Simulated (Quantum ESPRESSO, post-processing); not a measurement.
# AlN(11-20), stepped through the number of layers, part 6 of 15

Wanted: a table for AlN(11-20) against the number of layers, and what can be fitted to it.

Quantum ESPRESSO 7.5; plane-wave DFT, PBE, GBRV ultrasoft pseudopotentials.

So far. Step 4 (Relaxation with pw.x, 3 layers): The relaxation lowers the energy by 120 meV an atom. Step 8 (Potential by pp.x, 3 layers): The slope in the vacuum is 0.100 eV/Å for an applied 0.10 V/Å, as it should be.

## 11. Electrostatic potential, 3 layers

m0.r1.pot.in reads:

```
&inputpp
  prefix = 'm0.r1'
  outdir = './out'
  filplot = 'm0.r1.pot.dat'
  plot_num = 11
/
```

Launch:

```
> OMP_NUM_THREADS=1 mpirun -n 4 pp.x -in m0.r1.pot.in > m0.r1.pot.out
```

Output:

```text
[banner, memory and clock lines left out]
Program POST-PROC v.7.5 starts
[citation notice left out]

[...]
./out/m0.r1.save/

[...]
negative rho (up, down):  1.076E-03 0.000E+00

     Adding external electric field

     Computed dipole along edir(3) :
        Dipole                0.1551 Ry au,          0.3942 Debye
        Dipole field          0.0006 Ry au,

        E field amplitude [Ha a.u.]:  1.9447E-03
        Potential amp.        0.0966 Ry
        Total length         34.7247 bohr

     Calling punch_plot, plot_num =  11

     Adding external electric field

     Computed dipole along edir(3) :
        Dipole                0.1551 Ry au,          0.3942 Debye
        Dipole field          0.0006 Ry au,

        E field amplitude [Ha a.u.]:  1.9447E-03
        Potential amp.        0.0966 Ry
        Total length         34.7247 bohr

     Writing data to file  m0.r1.pot.dat
     Message from routine chdens:
     namelist plot not found or invalid, exiting
```

The job ended after 1 s (4 MPI ranks of Arm Neoverse V1, shared host; peak memory 0.13 GiB).

Numbers from this step:

```
upper vacuum line continued to the top atoms, over the valence top    : 5.243 eV
lower vacuum line continued to the bottom atoms, over the valence top : 5.475 eV
```

Electrostatic potential energy of an electron, with the sawtooth; zero at the highest filled level of the SCF mesh. Potential energy, planar mean against z:

```
z (Å)  potential energy, planar mean (eV)
  0.0                                5.02
  0.5                                4.72
  1.0                                4.77
  1.5                                4.82
  2.0                                4.87
  2.5                                4.92
  3.0                                4.97
  3.5                                5.02
  4.0                                5.07
  4.5                                5.12
  5.0                                5.17
  5.5                                5.20
  6.0                                5.18
  6.5                                4.96
  7.0                                3.91
  7.5                              -0.701
  8.0                               -9.87
  8.5                               -5.21
  9.0                               -3.88
  9.5                               -11.1
 10.0                               -5.61
 10.5                               -3.71
 11.0                               -9.89
 11.5                               -3.49
 12.0                                3.21
 12.5                                4.87
 13.0                                5.31
 13.5                                5.45
 14.0                                5.52
 14.5                                5.58
 15.0                                5.63
 15.5                                5.68
 16.0                                5.73
 16.5                                5.78
 17.0                                5.83
 17.5                                5.88
 18.0                                5.93
 18.5                                5.98
 19.0                                5.26
```

The slope in the vacuum is 0.100 eV/Å for an applied 0.10 V/Å, as it should be.

## 12. Response between 0 and 0.1 V/A, ions free, 3 layers

The response with the ions free follows from the relaxed dipole.

This step gave:

* change of slope in the vacuum: 0.09997 eV/Å
* polarisability a cell: 11.82 Å³
* sheet polarisability 4πα/A: 5.452 Å

Table of change of the potential energy, second field less first by z:

```
z (Å)  change of the potential energy, second field less first (eV)
  0.0                                                        -0.342
  0.5                                                        -0.634
  1.0                                                        -0.584
  1.5                                                        -0.534
  2.0                                                        -0.484
  2.5                                                        -0.434
  3.0                                                        -0.384
  3.5                                                        -0.334
  4.0                                                        -0.284
  4.5                                                        -0.234
  5.0                                                        -0.185
  5.5                                                        -0.136
  6.0                                                       -0.0885
  6.5                                                       -0.0454
  7.0                                                       -0.0120
  7.5                                                      -0.00640
  8.0                                                       0.00637
  8.5                                                       -0.0141
  9.0                                                       -0.0315
  9.5                                                      -0.00379
 10.0                                                        0.0236
 10.5                                                        0.0310
 11.0                                                       -0.0168
 11.5                                                        0.0143
 12.0                                                       0.00582
 12.5                                                        0.0349
 13.0                                                        0.0763
 13.5                                                         0.123
 14.0                                                         0.172
 14.5                                                         0.221
 15.0                                                         0.271
 15.5                                                         0.321
 16.0                                                         0.371
 16.5                                                         0.421
 17.0                                                         0.471
 17.5                                                         0.521
 18.0                                                         0.571
 18.5                                                         0.621
 19.0                                                        -0.103
```

## 13. Relaxation with pw.x, 4 layers

System of this step: AlN(11-20), 4 layers. The cell holds 16 atoms: 8 Al and 8 N. Cell: a = 5.424 Å, b = 5.023 Å, c = 20.707 Å, α = 90.0°, β = 90.0°, γ = 90.0°. It derives from AlN. Vacuum lies along c.

m1.relax.in reads:

```
&control
  prefix = 'm1.relax'
  outdir = './out'
  pseudo_dir = './pseudo'
  nstep = 90
  forc_conv_thr = 6e-05
  calculation = 'relax'
  etot_conv_thr = 1e-07
/
&system
  ibrav = 0
  nat = 16
  ntyp = 2
  ecutwfc = 40
  ecutrho = 200
  occupations = 'fixed'
/
&electrons
  conv_thr = 1e-10
  mixing_beta = 0.4
  electron_maxstep = 120
/
&ions
/
ATOMIC_SPECIES
  Al  26.9815  al_pbe_v1.uspp.F.UPF
  N   14.0070  n_pbe_v1.2.uspp.F.UPF
CELL_PARAMETERS angstrom
  5.42440360500000 0.00000000000000 0.00000000000000
  0.00000000000000 5.02318495200000 0.00000000000000
  0.00000000000000 0.00000000000000 20.70709641263099
ATOMIC_POSITIONS crystal
  Al  0.333333333300 0.000000000000 0.386566803576
  Al  0.666666666700 0.500000000000 0.386566803576
  N   0.333333333300 0.382000000000 0.386566803576
  N   0.666666666700 0.882000000000 0.386566803576
  Al  0.833333333300 0.000000000000 0.462188934525
  Al  0.166666666700 0.500000000000 0.462188934525
  N   0.833333333300 0.382000000000 0.462188934525
  N   0.166666666700 0.882000000000 0.462188934525
  Al  0.333333333300 0.000000000000 0.537811065475
  Al  0.666666666700 0.500000000000 0.537811065475
  N   0.333333333300 0.382000000000 0.537811065475
  N   0.666666666700 0.882000000000 0.537811065475
  Al  0.833333333300 0.000000000000 0.613433196424
  Al  0.166666666700 0.500000000000 0.613433196424
  N   0.833333333300 0.382000000000 0.613433196424
  N   0.166666666700 0.882000000000 0.613433196424
K_POINTS automatic
  4 4 1 0 0 0
```

Launch:

```
> OMP_NUM_THREADS=1 mpirun -n 4 pw.x -nk 1 -in m1.relax.in > m1.relax.out
```

Output:

```text
[banner, memory and clock lines left out]
Program PWSCF v.7.5 starts
[...]
Message from routine setup:
[...]
number of electrons       =        64.00
     number of Kohn-Sham states=           32
     kinetic-energy cutoff     =      40.0000  Ry
     charge density cutoff     =     200.0000  Ry
[...]
number of k points=     9
[...]
Dense  grid:   181885 G-vectors     FFT dimensions: (  48,  48, 180)
[...]
negative rho (up, down):  4.241E-04 0.000E+00
     Starting wfcs are   64 randomized atomic wfcs
[...]
negative rho (up, down):  4.498E-04 0.000E+00
[...]
estimated scf accuracy    <       6.44871480 Ry
[...]
negative rho (up, down):  6.570E-04 0.000E+00
[...]
estimated scf accuracy    <       0.29374718 Ry
[...]
negative rho (up, down):  8.158E-04 0.000E+00
[...]
estimated scf accuracy    <       0.10656698 Ry
[...]
negative rho (up, down):  9.387E-04 0.000E+00
[...]
estimated scf accuracy    <       0.04341764 Ry
[...]
negative rho (up, down):  1.043E-03 0.000E+00
[...]
estimated scf accuracy    <       0.01664009 Ry
[...]
negative rho (up, down):  1.059E-03 0.000E+00
[...]
estimated scf accuracy    <       0.00596597 Ry
[...]
negative rho (up, down):  1.063E-03 0.000E+00
[...]
estimated scf accuracy    <       0.00151779 Ry
[...]
negative rho (up, down):  1.076E-03 0.000E+00
[...]
estimated scf accuracy    <       0.00002535 Ry
[...]
negative rho (up, down):  1.088E-03 0.000E+00
[...]
estimated scf accuracy    <       0.00006734 Ry
[...]
negative rho (up, down):  1.095E-03 0.000E+00
[...]
estimated scf accuracy    <       0.00001093 Ry
[...]
negative rho (up, down):  1.096E-03 0.000E+00
[...]
estimated scf accuracy    <       0.00000283 Ry
[...]
negative rho (up, down):  1.098E-03 0.000E+00
[...]
estimated scf accuracy    <       0.00000024 Ry
[...]
negative rho (up, down):  1.099E-03 0.000E+00
[...]
estimated scf accuracy    <       0.00000032 Ry
[...]
negative rho (up, down):  1.099E-03 0.000E+00
[...]
estimated scf accuracy    <       0.00000002 Ry
[...]
negative rho (up, down):  1.100E-03 0.000E+00
[...]
estimated scf accuracy    <          3.5E-09 Ry
[...]
negative rho (up, down):  1.100E-03 0.000E+00
[...]
estimated scf accuracy    <          2.5E-10 Ry
[...]
negative rho (up, down):  1.100E-03 0.000E+00
[...]
estimated scf accuracy    <          1.9E-10 Ry
[...]
negative rho (up, down):  1.100E-03 0.000E+00
[...]
highest occupied level (ev):    -1.2634
!    total energy              =    -215.74291789 Ry
     estimated scf accuracy    <          4.3E-12 Ry
[...]
one-electron contribution =   -1703.33724622 Ry
     hartree contribution      =     872.64935685 Ry
     xc contribution           =     -77.90677067 Ry
     ewald contribution        =     692.85174215 Ry
     convergence has been achieved in  18 iterations
     negative rho (up, down):  1.100E-03 0.000E+00
[...]
Total force =     0.227203     Total SCF correction =     0.000004
[...]
negative rho (up, down):  1.311E-03 0.000E+00
[...]
negative rho (up, down):  1.201E-03 0.000E+00
[...]
estimated scf accuracy    <       0.00863980 Ry
[...]
negative rho (up, down):  1.163E-03 0.000E+00
[...]
estimated scf accuracy    <       0.00171689 Ry
[...]
negative rho (up, down):  1.125E-03 0.000E+00
[...]
estimated scf accuracy    <       0.00023875 Ry
[...]
negative rho (up, down):  1.118E-03 0.000E+00
[...]
estimated scf accuracy    <       0.00017822 Ry
[...]
negative rho (up, down):  1.111E-03 0.000E+00
[...]
estimated scf accuracy    <       0.00001227 Ry
[...]
negative rho (up, down):  1.111E-03 0.000E+00
[...]
estimated scf accuracy    <       0.00005791 Ry
[...]
negative rho (up, down):  1.110E-03 0.000E+00
[...]
estimated scf accuracy    <       0.00000627 Ry
[...]
negative rho (up, down):  1.111E-03 0.000E+00
[...]
estimated scf accuracy    <       0.00000044 Ry
[...]
negative rho (up, down):  1.111E-03 0.000E+00
[...]
estimated scf accuracy    <       0.00000006 Ry
[...]
negative rho (up, down):  1.112E-03 0.000E+00
[...]
estimated scf accuracy    <          3.0E-09 Ry
[...]
negative rho (up, down):  1.112E-03 0.000E+00
[...]
estimated scf accuracy    <          4.7E-10 Ry
[...]
negative rho (up, down):  1.112E-03 0.000E+00
[...]
highest occupied level (ev):    -1.3789
!    total energy              =    -215.78827357 Ry
     estimated scf accuracy    <          2.3E-11 Ry
[...]
one-electron contribution =   -1704.51566195 Ry
     hartree contribution      =     873.09751939 Ry
     xc contribution           =     -78.03890345 Ry
     ewald contribution        =     693.66877244 Ry
     convergence has been achieved in  12 iterations
     negative rho (up, down):  1.112E-03 0.000E+00
[...]
Total force =     0.172827     Total SCF correction =     0.000003
[...]
negative rho (up, down):  1.410E-03 0.000E+00
[...]
negative rho (up, down):  1.237E-03 0.000E+00
[...]
estimated scf accuracy    <       0.00778780 Ry
[...]
negative rho (up, down):  1.184E-03 0.000E+00
[...]
estimated scf accuracy    <       0.00145876 Ry
[...]
negative rho (up, down):  1.135E-03 0.000E+00
[...]
estimated scf accuracy    <       0.00022681 Ry
[...]
negative rho (up, down):  1.127E-03 0.000E+00
[...]
estimated scf accuracy    <       0.00014193 Ry
[...]
negative rho (up, down):  1.124E-03 0.000E+00
[...]
estimated scf accuracy    <       0.00000776 Ry
[...]
negative rho (up, down):  1.123E-03 0.000E+00
[...]
estimated scf accuracy    <       0.00003147 Ry
[...]
negative rho (up, down):  1.123E-03 0.000E+00
[...]
estimated scf accuracy    <       0.00000033 Ry
[...]
negative rho (up, down):  1.124E-03 0.000E+00
[...]
estimated scf accuracy    <       0.00000016 Ry
[...]
negative rho (up, down):  1.124E-03 0.000E+00
[...]
estimated scf accuracy    <       0.00000006 Ry
[...]
negative rho (up, down):  1.124E-03 0.000E+00
[...]
estimated scf accuracy    <       0.00000002 Ry
[...]
negative rho (up, down):  1.124E-03 0.000E+00
[...]
estimated scf accuracy    <          1.9E-09 Ry
[...]
negative rho (up, down):  1.124E-03 0.000E+00
[...]
estimated scf accuracy    <          1.3E-10 Ry
[...]
negative rho (up, down):  1.124E-03 0.000E+00
[...]
highest occupied level (ev):    -1.5085
[...]
estimated scf accuracy    <          1.0E-09 Ry
[...]
negative rho (up, down):  1.254E-03 0.000E+00
[...]
estimated scf accuracy    <          3.7E-10 Ry
[...]
negative rho (up, down):  1.254E-03 0.000E+00
[...]
estimated scf accuracy    <          2.6E-10 Ry
[...]
negative rho (up, down):  1.254E-03 0.000E+00
[...]
highest occupied level (ev):    -1.9374
!    total energy              =    -215.85602359 Ry
     estimated scf accuracy    <          7.1E-11 Ry
[...]
one-electron contribution =   -1724.85830063 Ry
     hartree contribution      =     882.54191616 Ry
     xc contribution           =     -78.50663375 Ry
     ewald contribution        =     704.96699463 Ry
     convergence has been achieved in  12 iterations
     negative rho (up, down):  1.254E-03 0.000E+00
[...]
Total force =     0.035643     Total SCF correction =     0.000015
[...]
negative rho (up, down):  1.404E-03 0.000E+00
[...]
negative rho (up, down):  1.319E-03 0.000E+00
[...]
estimated scf accuracy    <       0.00129626 Ry
[...]
negative rho (up, down):  1.282E-03 0.000E+00
[...]
estimated scf accuracy    <       0.00019723 Ry
[...]
negative rho (up, down):  1.273E-03 0.000E+00
[...]
estimated scf accuracy    <       0.00002837 Ry
[...]
negative rho (up, down):  1.270E-03 0.000E+00
[...]
estimated scf accuracy    <       0.00000465 Ry
[...]
negative rho (up, down):  1.269E-03 0.000E+00
[...]
estimated scf accuracy    <       0.00000083 Ry
[...]
negative rho (up, down):  1.270E-03 0.000E+00
[...]
estimated scf accuracy    <       0.00000020 Ry
[...]
negative rho (up, down):  1.270E-03 0.000E+00
[...]
estimated scf accuracy    <          8.1E-09 Ry
[...]
negative rho (up, down):  1.271E-03 0.000E+00
[...]
estimated scf accuracy    <       0.00000001 Ry
[...]
negative rho (up, down):  1.271E-03 0.000E+00
[...]
estimated scf accuracy    <       0.00000001 Ry
[...]
negative rho (up, down):  1.271E-03 0.000E+00
[...]
estimated scf accuracy    <          1.4E-09 Ry
[...]
negative rho (up, down):  1.271E-03 0.000E+00
[...]
estimated scf accuracy    <          8.3E-10 Ry
[...]
negative rho (up, down):  1.271E-03 0.000E+00
[...]
highest occupied level (ev):    -1.9778
!    total energy              =    -215.85815486 Ry
     estimated scf accuracy    <          1.9E-11 Ry
[...]
one-electron contribution =   -1731.33593475 Ry
     hartree contribution      =     885.65037286 Ry
     xc contribution           =     -78.53313919 Ry
     ewald contribution        =     708.36054622 Ry
     convergence has been achieved in  12 iterations
     negative rho (up, down):  1.271E-03 0.000E+00
[...]
Total force =     0.025992     Total SCF correction =     0.000007
[...]
negative rho (up, down):  1.301E-03 0.000E+00
[...]
negative rho (up, down):  1.283E-03 0.000E+00
[...]
estimated scf accuracy    <       0.00075625 Ry
[...]
negative rho (up, down):  1.275E-03 0.000E+00
[...]
estimated scf accuracy    <       0.00009637 Ry
[...]
negative rho (up, down):  1.271E-03 0.000E+00
[...]
estimated scf accuracy    <       0.00001704 Ry
[...]
negative rho (up, down):  1.270E-03 0.000E+00
[...]
estimated scf accuracy    <       0.00000370 Ry
[...]
negative rho (up, down):  1.270E-03 0.000E+00
[...]
estimated scf accuracy    <       0.00000411 Ry
[...]
negative rho (up, down):  1.270E-03 0.000E+00
[...]
estimated scf accuracy    <       0.00000056 Ry
[...]
negative rho (up, down):  1.270E-03 0.000E+00
[...]
estimated scf accuracy    <       0.00000090 Ry
[...]
negative rho (up, down):  1.270E-03 0.000E+00
[...]
estimated scf accuracy    <       0.00000033 Ry
[...]
negative rho (up, down):  1.270E-03 0.000E+00
[...]
estimated scf accuracy    <          1.3E-09 Ry
[...]
negative rho (up, down):  1.270E-03 0.000E+00
[...]
estimated scf accuracy    <       0.00000001 Ry
[...]
negative rho (up, down):  1.270E-03 0.000E+00
[...]
estimated scf accuracy    <          4.0E-09 Ry
[...]
negative rho (up, down):  1.270E-03 0.000E+00
[...]
estimated scf accuracy    <          1.6E-10 Ry
[...]
negative rho (up, down):  1.270E-03 0.000E+00
[...]
estimated scf accuracy    <          7.5E-10 Ry
[...]
negative rho (up, down):  1.270E-03 0.000E+00
[...]
highest occupied level (ev):    -1.9739
!    total energy              =    -215.85908439 Ry
     estimated scf accuracy    <          3.3E-13 Ry
[...]
one-electron contribution =   -1735.65937604 Ry
     hartree contribution      =     887.78004465 Ry
     xc contribution           =     -78.54362015 Ry
     ewald contribution        =     710.56386716 Ry
     convergence has been achieved in  14 iterations
     negative rho (up, down):  1.270E-03 0.000E+00
[...]
Total force =     0.017305     Total SCF correction =     0.000001
[...]
negative rho (up, down):  1.260E-03 0.000E+00
[...]
negative rho (up, down):  1.261E-03 0.000E+00
[...]
estimated scf accuracy    <       0.00006839 Ry
[...]
negative rho (up, down):  1.261E-03 0.000E+00
[...]
estimated scf accuracy    <       0.00000631 Ry
[...]
negative rho (up, down):  1.261E-03 0.000E+00
[...]
estimated scf accuracy    <       0.00000122 Ry
[...]
negative rho (up, down):  1.261E-03 0.000E+00
[...]
estimated scf accuracy    <       0.00000014 Ry
[...]
negative rho (up, down):  1.261E-03 0.000E+00
[...]
estimated scf accuracy    <       0.00000002 Ry
[...]
negative rho (up, down):  1.261E-03 0.000E+00
[...]
estimated scf accuracy    <          1.7E-09 Ry
[...]
negative rho (up, down):  1.261E-03 0.000E+00
[...]
estimated scf accuracy    <          3.0E-10 Ry
[...]
negative rho (up, down):  1.261E-03 0.000E+00
[...]
highest occupied level (ev):    -1.9405
!    total energy              =    -215.85959138 Ry
     estimated scf accuracy    <          1.8E-11 Ry
[...]
one-electron contribution =   -1739.31604226 Ry
     hartree contribution      =     889.65304178 Ry
     xc contribution           =     -78.55789523 Ry
     ewald contribution        =     712.36130433 Ry
     convergence has been achieved in   8 iterations
     negative rho (up, down):  1.261E-03 0.000E+00
[...]
Total force =     0.007492     Total SCF correction =     0.000007
[...]
negative rho (up, down):  1.259E-03 0.000E+00
[...]
negative rho (up, down):  1.259E-03 0.000E+00
[...]
estimated scf accuracy    <       0.00006026 Ry
[...]
negative rho (up, down):  1.260E-03 0.000E+00
[...]
estimated scf accuracy    <       0.00000692 Ry
[...]
negative rho (up, down):  1.260E-03 0.000E+00
[...]
estimated scf accuracy    <       0.00000062 Ry
[...]
negative rho (up, down):  1.260E-03 0.000E+00
[...]
estimated scf accuracy    <       0.00000010 Ry
[...]
negative rho (up, down):  1.260E-03 0.000E+00
[...]
estimated scf accuracy    <          8.4E-09 Ry
[...]
negative rho (up, down):  1.260E-03 0.000E+00
[...]
estimated scf accuracy    <          1.2E-09 Ry
[...]
negative rho (up, down):  1.260E-03 0.000E+00
[...]
estimated scf accuracy    <          5.6E-10 Ry
[...]
negative rho (up, down):  1.260E-03 0.000E+00
[...]
estimated scf accuracy    <          8.4E-11 Ry
[...]
negative rho (up, down):  1.260E-03 0.000E+00
[...]
highest occupied level (ev):    -1.9308
!    total energy              =    -215.85967528 Ry
     estimated scf accuracy    <          1.7E-12 Ry
[...]
one-electron contribution =   -1740.29930572 Ry
     hartree contribution      =     890.16590699 Ry
     xc contribution           =     -78.56688530 Ry
     ewald contribution        =     712.84060875 Ry
     convergence has been achieved in   9 iterations
     negative rho (up, down):  1.260E-03 0.000E+00
[...]
Total force =     0.005081     Total SCF correction =     0.000003
[...]
```

Elapsed: 10 min, on 4 MPI ranks; peak memory 0.57 GiB; 41 min of CPU time.

[end of part 6 of 15]

[Logs are printed without paths, hosts, clocks, repeated set-up lines and the standing remarks that a program may print on its own settings, such as how far it seeks lower states.]

[Hosts, paths, dates, database ids (printed as entryN), source tags and the programs' standing remarks are cut or masked in the printed files.]

[Maps of the electrostatic potential energy from Ansatz leave out the sawtooth potential of an applied field or a dipole correction, so their vacuum need not be flat; planar profiles and work functions include it.]
